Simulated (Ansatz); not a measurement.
# Phonon transport in CeO2 (Fm-3m), part 2 of 3

How well does the lattice of CeO2 conduct heat?

What experiment has found for this phase:
- thermal conductivity 10.8 W/m/K near room temperature (given in “Predicting the lattice thermal conductivity of solids by solving the Boltzmann transport equation: AFLOW - AAPL an automated, accurate and efficient framework”, 2017, arXiv:1611.05481)

Ansatz 0.2.0; DFT PBEsol, scalar-relativistic, plane waves, PAW; PAW set soft_1.

So far. Step 2 (A first coarse run): The start is under -0.92 GPa at this level and looks like an insulator or semiconductor on this mesh. Step 4 (Tight relaxation): The residual pressure is -5.5e-4 GPa, small enough for phonons. The relaxed cell has a = 5.399 Å (conventional setting).

## Step 6: A cheap rung

A small supercell and a short cutoff cost little, and show how far such settings carry.

File input.yaml:

```yaml
crystal:
  lattice:
    - [0.0, 2.6992869242, 2.6992869242]
    - [2.6992869242, 0.0, 2.6992869242]
    - [2.6992869242, 2.6992869242, 0.0]
  atoms:
    - { symbol: Ce, position: [0.0, 0.0, 0.0] }
    - { symbol: O, position: [0.25, 0.25, 0.25] }
    - { symbol: O, position: [0.75, 0.75, 0.75] }
kpoints:
  mp_grid: { grid: [8, 8, 8] }
hamiltonian:
  xc: pbesol
  pseudopotentials: { kind: paw, azcp: { folder: soft_1 }, xc_functional: pbe }
scf:
  occupations: { method: fixed }
  lower_state_search: "off"
output:
  eigenvalues: true
phonons:
  method: fd
  dielectric: true
  supercell: [2, 2, 2]
  temperatures: { t_max: 1000, t_step: 50 }
  qpath:
    path:
      - [[0.0, 0.0, 0.0], [0.5, 0.0, 0.5], [0.5, 0.25, 0.75], [0.375, 0.375, 0.75], [0.0, 0.0, 0.0], [0.5, 0.5, 0.5], [0.625, 0.25, 0.625], [0.5, 0.25, 0.75], [0.5, 0.5, 0.5], [0.375, 0.375, 0.75]]
      - [[0.625, 0.25, 0.625], [0.5, 0.0, 0.5]]
    npoints: 10
  third_order: { supercell: [2, 2, 2], pair_cutoff: 2.849 }
  lattice_thermal_conductivity:
    qmesh: [11, 11, 11]
    temperatures: [100.0, 150.0, 200.0, 300.0, 400.0, 500.0, 600.0, 800.0]
    isotope_mass_variance:
      - { species: Ce, variance: 2.25e-05 }
      - { species: O, variance: 3.359e-05 }
```

On the command line:

```console
$ ansatz run input.yaml --threads 18 --pin off --max-ram 92160MiB --backend cuda --events-out ev --progress --plain --runs-dir out --max-vram 78GiB
```

Numbers of over 12 decimals in the logs are rounded to 6 here.

Output:

```text
Warning: phonons: the dynamical matrix that this run interpolates holds no multipole term above the dipole-dipole one, and a site of this crystal is no centre of inversion, so its interpolated transverse optical and acoustic branches and sound speeds can stay off near Gamma, and the density of states and the thermodynamics with them. What a run solves at a wave vector of phonons.qpoints, Gamma apart, where the deck admits one, is free of this, and under fd what a larger phonons.supercell samples
Warning: phonons.dielectric: true without phonons.rigid_motions: the static dielectric tensor ε⁰ will be withheld (ε∞, Z* and the rows of modes are given); for a crystal or a slab, whose only rigid motions are the translations, set phonons.rigid_motions: translations
[...]
Crystal: 24 atoms, lattice volume = 314.679 Å³
Basis set: ecut = 420 eV, 6183 PW (Γ), exchange–correlation on 108×108×108 points (8 copies of the dense FFT grid, shifted against one another)
Bands: 120, of which v1, the nominal top of the filled ones, is band 96 counted from 1 (95 counted from 0)
Symmetry: 384 space group operations
k-points: 8 of 64
[...]
SCF iter   1: F=—  HF=-60896.957474 eV  |F-HF|=—  |Δ(HF+E_count)|=         —  Δρ=9.74e-8  dr2=3.50e-11  ethr=1.00e-12  ⟨swp⟩=3.0  Hψ=2517  notcnv=0
[...]
SCF iter   2: F=-60896.957474 eV  HF=-60896.957474 eV  |F-HF|=3.64e-11  |Δ(HF+E_count)|=  1.46e-11  Δρ=1.32e-7  dr2=5.74e-11  ethr=1.00e-12  ⟨swp⟩=5.1  Hψ=3065  notcnv=0
SCF 1 converged in 2 iterations: F = -60896.957474 eV  dr2 = 5.74e-11
[...]
Crystal: 3 atoms, lattice volume = 39.335 Å³
Basis set: ecut = 420 eV, 749 PW (Γ), exchange–correlation on 54×54×54 points (8 copies of the dense FFT grid, shifted against one another)
Bands: 16, of which v1, the nominal top of the filled ones, is band 12 counted from 1 (11 counted from 0)
Symmetry: 48 space group operations
k-points: 59 of 512 (irreducible under 8 space group operations, time reversal used)
[...]
SCF iter   2: F=-7612.119684 eV  HF=-7612.119684 eV  |F-HF|=6.18e-11  |Δ(HF+E_count)|=  9.91e-10  Δρ=3.70e-7  dr2=6.14e-11  ethr=1.00e-12  ⟨swp⟩=6.0  Hψ=4091  notcnv=0
SCF 2 converged in 2 iterations: F = -7612.119684 eV  dr2 = 6.14e-11
[...]
SCF 38 converged in 11 iterations: F = -60896.947391 eV  dr2 = 8.46e-10
SCF converged after 2 iterations
[...]
--- Phonons: 2 displaced members + reference (amplitude 0.0025 Å, Σ member SCF iterations 23) ---
  symmetry images taken by strict's conditions (phonons.symmetry_images: auto; settled by no image being taken that strict refuses)
  ASR residual: 5.754e-4 → 0.000e0 eV/Å²; symmetrization residual: 1.279e-4 eV/Å²
  largest component of a force at the reference: 5.3e-18 eV/Å
  ASR residual per site (eV/Å²): 5.75e-4 3.79e-4 3.79e-4
  Γ frequencies (cm⁻¹): 0.00 0.00 0.00 277.31 277.31 277.31 433.21 433.21 433.21
  Unit cell's response to a homogeneous field, on a k mesh of 8×8×8: 1 representative field direction (Σ response iterations 8)
  ε∞ (high-frequency dielectric tensor):
        7.839017     0.000000     0.000000
        0.000000     7.839017     0.000000
        0.000000     0.000000     7.839017
  ε⁰ (static dielectric tensor): not given — the deck does not say what the cell's rigid motions are, and on a molecule in a box or a wire the rigid rotations would enter the sum over the modes at Γ. For a crystal or a slab, whose only rigid motions are the translations, set phonons.rigid_motions: translations.
  Born effective charges Z* (e; rows j = field, columns β = displacement):
    site 0:
         5.76660   -0.00000    0.00000
         0.00000    5.76660    0.00000
         0.00000    0.00000    5.76660
    site 1:
        -2.88330    0.00000   -0.00000
        -0.00000   -2.88330   -0.00000
         0.00000   -0.00000   -2.88330
    site 2:
        -2.88330    0.00000   -0.00000
        -0.00000   -2.88330   -0.00000
         0.00000   -0.00000   -2.88330
  Z* charge neutrality: 5.899e-6 e pre-enforcement
  k-mesh period / interband length: 30.5 Å / 1.04 Å = 29.24 at k = (0.2500, 0.0000, -0.2500), direct gap 2.080 eV — 14 or more, which is no proof of convergence
  optical modes at Γ without the LO–TO term, one row a degenerate level:
      ω (cm⁻¹)  modes    IR ((D/Å)²/amu)
        277.31      3            88.3544
        433.21      3             0.0000
  optical modes at Γ + LO–TO along q̂ = [1.0000, 0.0000, 0.0000]:
      ω (cm⁻¹)  modes    IR ((D/Å)²/amu)
        277.31      2            58.9029
        433.21      3             0.0000
        529.73      1            29.4515
  optical modes at Γ + LO–TO along q̂ = [0.0000, 1.0000, 0.0000]:
      ω (cm⁻¹)  modes    IR ((D/Å)²/amu)
        277.31      2            58.9029
        433.21      3             0.0000
        529.73      1            29.4515
  optical modes at Γ + LO–TO along q̂ = [0.0000, 0.0000, 1.0000]:
      ω (cm⁻¹)  modes    IR ((D/Å)²/amu)
        277.31      2            58.9029
        433.21      3             0.0000
        529.73      1            29.4515
  density of states and harmonic sums: on the 20×20×20 q-mesh, interpolated from the force constants of a 2×2×2 supercell (with the dipole–dipole term)
  largest difference from the sums on the solved wave vectors: F 5.28e-2 eV, S 8.55e-5 and C_V 3.19e-5 eV/K
  zero-point energy: 0.167372 eV/cell   skipped modes (ω ≤ 0): 3   left out of the sums: 4.17e-5 of the cell's modes: C_V's classical limit lies that fraction below 3 k_B per atom; for a crystal, a wire or a layer, F and S can be off by more, and a phonons.interpolated_qmesh denser along its periods is the remedy for the sampling
--- Third-order force constants: 33 member SCFs in a 2×2×2 supercell (pair cutoff 2.849 Å, amplitude 0.03 Å, SCF threshold 1.00e-9 eV, Σ member SCF iterations 407) ---
[...]
159 force-constant blocks with the first atom in the home cell, fitted with 21 parameters over 6 symmetry orbits; no atom triplet left out
  sum-rule residual: 3.038e0 → 2.243e-14 eV/Å³; symmetrization residual: 5.575e-3 eV/Å³; largest sum-rule correction relative to its orbit: 2.830e-1, on the orbit of the block of home site 0 with site 2 of cell (-1, -1, -1) and site 2 of cell (-1, -1, -1), whose norm before the correction was 1.802e1 eV/Å³
--- Lattice thermal conductivity: 11×11×11 mesh (56 irreducible points), tetrahedron method ---
  three-phonon and isotope scattering only; four-phonon, boundary and, in a metal, phonon-electron scattering are left out
  each conductivity is what the modes' populations carry and what the coherences between them add
  conductivity (a third of the tensor's trace), W/(m K), in the relaxation-time approximation and from the full solution:
       T (K)   relaxation time   full solution  iterations             ending  least Ritz value
      100.00           58.6227         58.5171           7          converged          7.509e-1
      150.00           32.3609         32.4948           7          converged          7.676e-1
      200.00           22.9857         23.2055           6          converged          7.765e-1
      300.00           14.9993         15.2254           6          converged          7.839e-1
      400.00           11.2998         11.4947           6          converged          7.869e-1
      500.00            9.1329          9.2990           6          converged          7.883e-1
      600.00            7.7037          7.8469           6          converged          7.891e-1
      800.00            5.9300          6.0411           6          converged          7.899e-1
```

Run time: 30 s. Hardware: 1 × NVIDIA GB200 with 18 threads of Arm Neoverse V2, shared host; peak memory 1.6 GiB; 5 min of CPU time.

This step gave:

| Item | Value |
| --- | --- |
| lowest frequency on the path | 0 cm⁻¹ |
| zero-point energy | 0.1674 eV/cell |
| point group | m-3m |
| highest frequency | 571.3 cm⁻¹ |
| Debye temperature from the second moment | 612 K |
| κ at 300 K (relaxation time) | 15 W/m/K |
| κ at 300 K (full solution) | 15.23 W/m/K |
| dipole term | run |
| mean free path at half of κ | 12.7 nm |
| share of κ above the three lowest branches | 0.289 |
| third-order blocks | 159 |
| periodic aliases dropped | 0 |
| largest relative sum-rule correction | 0.2830 |
| displaced cells, third order | 33 |

W/m/K. Kappa, by row:

| T (K) | RTA xx | RTA yy | RTA zz | full xx | full yy | full zz | coherence part xx | coherence part yy | coherence part zz | ending | iterations | least Ritz value |
| --- | --- | --- | --- | --- | --- | --- | --- | --- | --- | --- | --- | --- |
| 100 | 58.62 | 58.62 | 58.62 | 58.52 | 58.52 | 58.52 | 0.08365 | 0.08365 | 0.08365 | converged | 7 | 0.751 |
| 150 | 32.36 | 32.36 | 32.36 | 32.49 | 32.49 | 32.49 | 0.1307 | 0.1307 | 0.1307 | converged | 7 | 0.768 |
| 200 | 22.99 | 22.99 | 22.99 | 23.21 | 23.21 | 23.21 | 0.1821 | 0.1821 | 0.1821 | converged | 6 | 0.777 |
| 300 | 15 | 15 | 15 | 15.23 | 15.23 | 15.23 | 0.2712 | 0.2712 | 0.2712 | converged | 6 | 0.784 |
| 400 | 11.3 | 11.3 | 11.3 | 11.49 | 11.49 | 11.49 | 0.3362 | 0.3362 | 0.3362 | converged | 6 | 0.787 |
| 500 | 9.133 | 9.133 | 9.133 | 9.299 | 9.299 | 9.299 | 0.3843 | 0.3843 | 0.3843 | converged | 6 | 0.788 |
| 600 | 7.704 | 7.704 | 7.704 | 7.847 | 7.847 | 7.847 | 0.4211 | 0.4211 | 0.4211 | converged | 6 | 0.789 |
| 800 | 5.93 | 5.93 | 5.93 | 6.041 | 6.041 | 6.041 | 0.4725 | 0.4725 | 0.4725 | converged | 6 | 0.79 |

This rung gives 15 W/(m K) at 300 K by relaxation time, but with 24 atoms, 2 neighbour distances inside the cutoff and a 11×11×11 mesh it is a test, not the conductivity of the crystal.

(Continued in part 3 of 3.)

[Logs are printed without paths, hosts, clocks, repeated set-up lines and the standing remarks that a program may print on its own settings, such as how far it seeks lower states.]

[Hosts, paths, dates, database ids (printed as entryN), source tags and the programs' standing remarks are cut or masked in the printed files.]

[A step with changed settings may run another functional than the one named; its input shows which.]
